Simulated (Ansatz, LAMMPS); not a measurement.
# Structural relaxation of glassy 56P2O5-28Na2O-16Al2O3 (mol %) (139 atoms), part 2 of 2

Aim: bring glassy 56P2O5-28Na2O-16Al2O3 (mol %) (139 atoms) to a nearby minimum of the energy and see what moves.

Ansatz 0.2.0; Kohn-Sham DFT, PBE, PAW (set soft_2), plane waves.

The cell: 28 P, 14 Na, 8 Al and 89 O. The quench rate of 200 K/ps is orders of magnitude faster than experiment. The starting topology of bonds comes from the classical model. The Brillouin zone is sampled at Γ only, in a cell whose shortest periodic width is 12 Å.

So far, density (g/cm³): step 5 (local order after relaxation) 2.50.

## Step 6: Single point at the relaxed geometry

One more single point at the end of the walk gives the fuller output and checks the residual forces.

File input.yaml:

```yaml
crystal:
  lattice:
    - [12.34054, 0.0, 0.0]
    - [0.0, 12.34054, 0.0]
    - [0.0, 0.0, 12.34054]
  atoms:
    - { symbol: P, position: [0.64836, 0.30993, 0.50717] }
    - { symbol: P, position: [0.1515, 0.71928, 0.59328] }
    - { symbol: P, position: [0.58363, 0.96064, 0.59448] }
    - { symbol: P, position: [0.85585, 0.20613, 0.87546] }
    - { symbol: P, position: [0.95191, 0.24893, 0.11072] }
    - { symbol: P, position: [0.37614, 0.64159, 0.54163] }
    - { symbol: P, position: [0.17863, 0.09174, 0.87067] }
    - { symbol: P, position: [0.62117, 0.28024, 0.15956] }
    - { symbol: P, position: [0.59137, 0.04102, 0.17566] }
    - { symbol: P, position: [0.99379, 0.52161, 0.85598] }
    - { symbol: P, position: [0.3902, 0.35736, 0.21378] }
    - { symbol: P, position: [0.42107, 0.39767, 0.46588] }
    - { symbol: P, position: [0.85801, 0.40737, 0.38982] }
    - { symbol: P, position: [0.90669, 0.16782, 0.32694] }
    - { symbol: P, position: [0.80193, 0.62337, 0.96439] }
    - { symbol: P, position: [0.24786, 0.94059, 0.56991] }
    - { symbol: P, position: [0.05482, 0.90772, 0.96507] }
    - { symbol: P, position: [0.39265, 0.1838, 0.90905] }
    - { symbol: P, position: [0.60024, 0.69765, 0.28363] }
    - { symbol: P, position: [0.58811, 0.51811, 0.8957] }
    - { symbol: P, position: [0.02305, 0.16637, 0.70706] }
    - { symbol: P, position: [0.16313, 0.59827, 0.1956] }
    - { symbol: P, position: [0.73487, 0.60363, 0.63378] }
    - { symbol: P, position: [0.30255, 0.39181, 0.83147] }
    - { symbol: P, position: [0.35864, 0.04484, 0.2544] }
    - { symbol: P, position: [0.38092, 0.76837, 0.91693] }
    - { symbol: P, position: [0.92899, 0.72869, 0.54013] }
    - { symbol: P, position: [0.80763, 0.80254, 0.34345] }
    - { symbol: Na, position: [0.86663, 0.93143, 0.75928] }
    - { symbol: Na, position: [0.3778, 0.60298, 0.29337] }
    - { symbol: Na, position: [0.58344, 0.78785, 0.02921] }
    - { symbol: Na, position: [0.80417, 0.88316, 0.0642] }
    [... 101 atom lines left out ...]
    - { symbol: O, position: [0.08671, 0.94112, 0.07787] }
    - { symbol: O, position: [0.17636, 0.0282, 0.5234] }
    - { symbol: O, position: [0.96966, 0.21642, 0.81641] }
    - { symbol: O, position: [0.9306, 0.45295, 0.47343] }
    - { symbol: O, position: [0.57395, 0.85173, 0.65352] }
    - { symbol: O, position: [0.96338, 0.06658, 0.6744] }
kpoints:
  mp_grid: { grid: [1, 1, 1] }
hamiltonian:
  xc: pbe
scf:
  occupations: { method: gaussian, width: 0.025 }
output:
  forces: true
  stress: true
  populations: true
  dos:
    method: { smearing: { sigma: 0.08 } }
    de: 0.1
    projected: { site_lists: { Al: [Al], Na: [Na], O: [O], P: [P] } }
  eigenvalues: true
  write_density: true
  write_potential: true
  volumetric_format: npy
```

The run is started by

```sh
> ansatz run input.yaml --threads 4 --pin off --max-ram 8192MiB --backend cpu --events-out ev --progress --plain --runs-dir out
```

Elapsed: 57 s, on 4 threads of Arm Neoverse V2, shared host; peak memory 3 GiB.

The program notes that the exchange-correlation potential is rough where the density is thin.

The run gave:

```
free energy                                      : -96857.5744 eV
free energy per atom                             : -696.8171 eV/atom
SCF cycles                                       : 10
pressure                                         : 0.2751 GPa
r.m.s. force component                           : 0.00542 eV/Å
longest force                                    : 0.02772 eV/Å
Fermi energy                                     : 5.175 eV
gap (highest filled to lowest empty level) : 3.07 eV
spilling of the projection                       : 0.01422
```

Löwdin charges by element and coordination (they lack the spilled electrons, 0.084 e an atom on average):

| element | coordination | atoms | mean charge (e) | spread | least | most |
| --- | --- | --- | --- | --- | --- | --- |
| Al | all | 8 | 1.35 | 0.0399 | 1.30 | 1.42 |
| Al | 4 | 3 | 1.39 | 0.0288 | 1.35 | 1.42 |
| Al | 5 | 5 | 1.32 | 0.0103 | 1.30 | 1.33 |
| Na | all | 14 | 0.802 | 0.0097 | 0.786 | 0.821 |
| Na | 3 | 3 | 0.816 | 0.0034 | 0.813 | 0.821 |
| Na | 4 | 7 | 0.799 | 0.0057 | 0.794 | 0.809 |
| Na | 5 | 1 | 0.793 | 0 | 0.793 | 0.793 |
| Na | 6 | 3 | 0.798 | 0.01 | 0.786 | 0.810 |
| O | all | 89 | -0.798 | 0.0618 | -0.951 | -0.683 |
| O | 1 | 3 | -0.81 | 0.0237 | -0.843 | -0.79 |
| O | 2 | 54 | -0.771 | 0.0515 | -0.909 | -0.683 |
| O | 3 | 30 | -0.840 | 0.0536 | -0.951 | -0.722 |
| O | 4 | 2 | -0.880 | 0.0375 | -0.918 | -0.843 |
| P | all | 28 | 2.17 | 0.0461 | 2.10 | 2.23 |

Density of states as counts of states in windows of 1 eV (from the Fermi level), total and the larger projections:

| from (eV) | to (eV) | total | O p | P p | O s |
| --- | --- | --- | --- | --- | --- |
| -14 | -13 | 5.6 | 3.3 | 0.8 | 0.6 |
| -13 | -12 | 12.8 | 7.8 | 1.8 | 1.4 |
| -12 | -11 | 15.0 | 9.7 | 2.4 | 1.1 |
| -11 | -10 | 23.8 | 16.1 | 3.0 | 1.6 |
| -10 | -9 | 26.4 | 18.1 | 3.1 | 2.3 |
| -9 | -8 | 33.5 | 24.0 | 4.3 | 3.0 |
| -8 | -7 | 51.7 | 40.1 | 5.0 | 4.1 |
| -7 | -6 | 66.3 | 54.9 | 4.3 | 3.9 |
| -6 | -5 | 77.6 | 69.1 | 2.9 | 2.4 |
| -5 | -4 | 92.0 | 85.5 | 2.3 | 1.2 |
| -4 | -3 | 75.1 | 71.1 | 1.4 | 0.6 |
| -3 | -2 | 36.9 | 35.4 | 0.6 | 0.1 |
| -2 | -1 | 8.4 | 8.2 | 0.1 | 0.0 |
| -1 | 1 | 0.0 | 0.0 | 0.0 | 0.0 |
| 1 | 2 | 2.0 | 0.1 | 0.1 | 0.5 |
| 2 | 3 | 7.8 | 1.0 | 1.1 | 1.5 |
| 3 | 4 | 18.1 | 2.0 | 2.9 | 2.6 |
| 4 | 5 | 40.2 | 5.9 | 10.1 | 4.4 |

The curve was stored every 0.100 eV, coarse against its broadening of 0.08 eV, so these counts are rough.

Between -26 and -14 eV lie 271 more states.

About 28 of the 824 electrons lie in deeper levels, below the stored range.

The levels nearest the highest filled one (over half full), pooled over k-points and spins:

| level less the highest filled one (eV) | occupation |
| --- | --- |
| -0.588 | 2 |
| -0.499 | 2 |
| -0.384 | 2 |
| -0.294 | 2 |
| -0.0769 | 2 |
| 0 | 2 |
| 3.07 | 0 |
| 3.80 | 0 |
| 4.21 | 0 |
| 4.38 | 0 |
| 4.46 | 0 |
| 4.69 | 0 |

Valence density in the bc plane at fractional x = 0.390, with atoms of P and Na and Al and O within 0.2 Å of it. It is the smooth field of the valence electrons, not physical close to the nuclei.

Ten steps, logarithmic in the rise over the least value, from '0' (0 e/Å³) to '9' (14 e/Å³), each cell a mean:
```
00012345421000233321113565433455310
00113223322101234321001233223454310
00123323455421222210000123223322110
11122233578642111000000122332211243
41111112477632211100000011111101588
41000000233211233210000000000001477
10000000000001233210000110000000122
00000000000000122100012331000000000
00000000000000000000124542100000000
00000000012221000111234442100001110
10013420135653212454432332100023442
10136631246764335787532444321135664
10013310124553235676433577642134553
00112210001233333343212478742112221
01346531000246642100001234321111211
12467742001258863102464111100123432
33456531001246652115898300000135654
32333210012334431113786200000124554
33332100123212444321221000000012223
33321000123323567641000000000000011
12210000011223467642000000000000000
00000011110001234421011221100000000
00000234421000011110023565310010000
00001356531000011110124787422233210
```
Columns run along b (12.3 Å), rows up along c (12.3 Å). Atoms in or near the plane, at fractional coordinates: P at (0.64, 0.54), P at (0.36, 0.21), P at (0.18, 0.91), P at (0.77, 0.92), Na at (0.60, 0.29), Al at (0.55, 0.04), O at (0.29, 0.83), O at (0.40, 0.34), O at (0.52, 0.50), O at (0.72, 0.45), O at (0.46, 0.16).

Electrostatic potential energy in the bc plane at fractional x = 0.390, with atoms of P and Na and Al and O within 0.2 Å of it. With pseudopotentials it is smooth inside the atoms' cores, unlike the true potential.

Ten even steps from '0' (-53 eV) to '9' (10 eV), each cell a mean:
```
99998644789999998876788644335766999
99985100379999998999999972001677999
99985100356899999999999974002689999
89988645511378889999999998667899877
68999988732588899999999999999998612
78999999999999999999999999999998633
99999999999999999999999999999999888
99999999999999999999999999999999999
99999999999999999999987679999999999
99999999999999999998753468999999999
99987789986578888767500037999999889
99875578984234356212410046899996458
99987789998640015323776521378876579
99999999999862247888998731377666789
99975799999974468999999987887666789
88842389999951148998767899998777789
64455799999863369986102799999986457
20048999987422589997324899999997566
41258999985000267899888999999999987
87789999986201332489999999999999999
99999999998767732378899999999999999
99999999999999987766679999999999999
99999987899999998677668656999999999
99999975699999998677667313789999999
```
Columns run along b (12.3 Å; values clipped at the 3rd and 97th percentile), rows up along c (12.3 Å). Atoms in or near the plane, at fractional coordinates: P at (0.64, 0.54), P at (0.36, 0.21), P at (0.18, 0.91), P at (0.77, 0.92), Na at (0.60, 0.29), Al at (0.55, 0.04), O at (0.29, 0.83), O at (0.40, 0.34), O at (0.52, 0.50), O at (0.72, 0.45), O at (0.46, 0.16).

Mean Löwdin charges: Al +1.35, Na +0.80, O -0.80, P +2.17 e (they miss 1.4 % of the electrons, so they add up to more than the cell's charge).

A closer look about O107, whose charge lies farthest from its element's mean: 8 atoms, nearest first, numbered in the order of the input, with positions taken from that point.

| atom | x | y | z | distance (Å) | bonds | Löwdin charge (e) |
| --- | --- | --- | --- | --- | --- | --- |
| O107 | 0.00 | 0.00 | 0.00 | 0.00 | 3 | -0.95 |
| P22 | 0.17 | -1.52 | -0.10 | 1.53 | 4 | 2.11 |
| Na38 | -1.43 | 1.58 | 0.28 | 2.15 | 3 | 0.81 |
| Na39 | 1.31 | 1.59 | -1.03 | 2.31 | 4 | 0.80 |
| O59 | 1.11 | -1.80 | -1.36 | 2.51 | 3 | -0.85 |
| O115 | 0.72 | -2.17 | 1.15 | 2.56 | 2 | -0.91 |
| O102 | -1.23 | -2.22 | -0.49 | 2.59 | 3 | -0.84 |
| O134 | -0.78 | 2.71 | -1.55 | 3.22 | 3 | -0.88 |

The column of bonds counts only the pairs O-P within 2.11 Å, O-Na within 2.77 Å, O-Al within 2.27 Å; other neighbours, such as metal atoms beside each other in a compound, aren't counted, and periodic images can show an atom twice.

## Step 7: Results

```yaml
energy_change_in_the_relaxation: -106.1 meV/atom
r_m_s_displacement: 0.542 Å
largest_displacement: 1.6 Å
free_energy_per_atom: -696.8171 eV/atom
pressure: 0.2751 GPa
r_m_s_force_component: 0.00542 eV/Å
spacing_of_highest_filled_and_lowest_empty_level: 3.07 eV
wall_time_of_the_3_dft_runs: 21 min
```

**Reading.** Relaxation lowers the energy by 106 meV/atom and moves atoms by 0.54 Å r.m.s.; the r.m.s. force component goes from 1.3 to 0.0054 eV/Å, the pressure goes from 3.4 to 0.28 GPa, and the gap from 1.50 to 3.07 eV. By the final cutoffs 13 of 204 bonded pairs parted and 18 joined. From the first step to the last the energy fell by 14.742 eV, and the largest move was 1.60 Å (O107). The O-Na bonds change most in mean length: from 2.440 Å (spread 0.148) to 2.364 Å (spread 0.125), and their number from 57 to 60. Counting bonds as in the table, 62 % of Al atoms have 5, 50 % of Na atoms have 4, 61 % of O atoms have 2 and all P atoms have 4 bonded neighbours. 65 % of the oxygens bridge two formers (P and Al) and 34 % are non-bridging; 1 % join three. Filled and empty levels are parted by 3.07 eV (at Γ alone); a semilocal functional tends to put such gaps too low. In a disordered cell it changes from sample to sample, and tail or defect levels can set it.

Caveats: The starting topology of bonds comes from the classical model; in DFT 13 of its 204 bonded pairs passed out of the cutoffs and 18 came within them.

[Logs are printed without paths, hosts, clocks, repeated set-up lines and the standing remarks that a program may print on its own settings, such as how far it seeks lower states.]

[Hosts, paths, dates, database ids (printed as entryN), source tags and the programs' standing remarks are cut or masked in the printed files.]
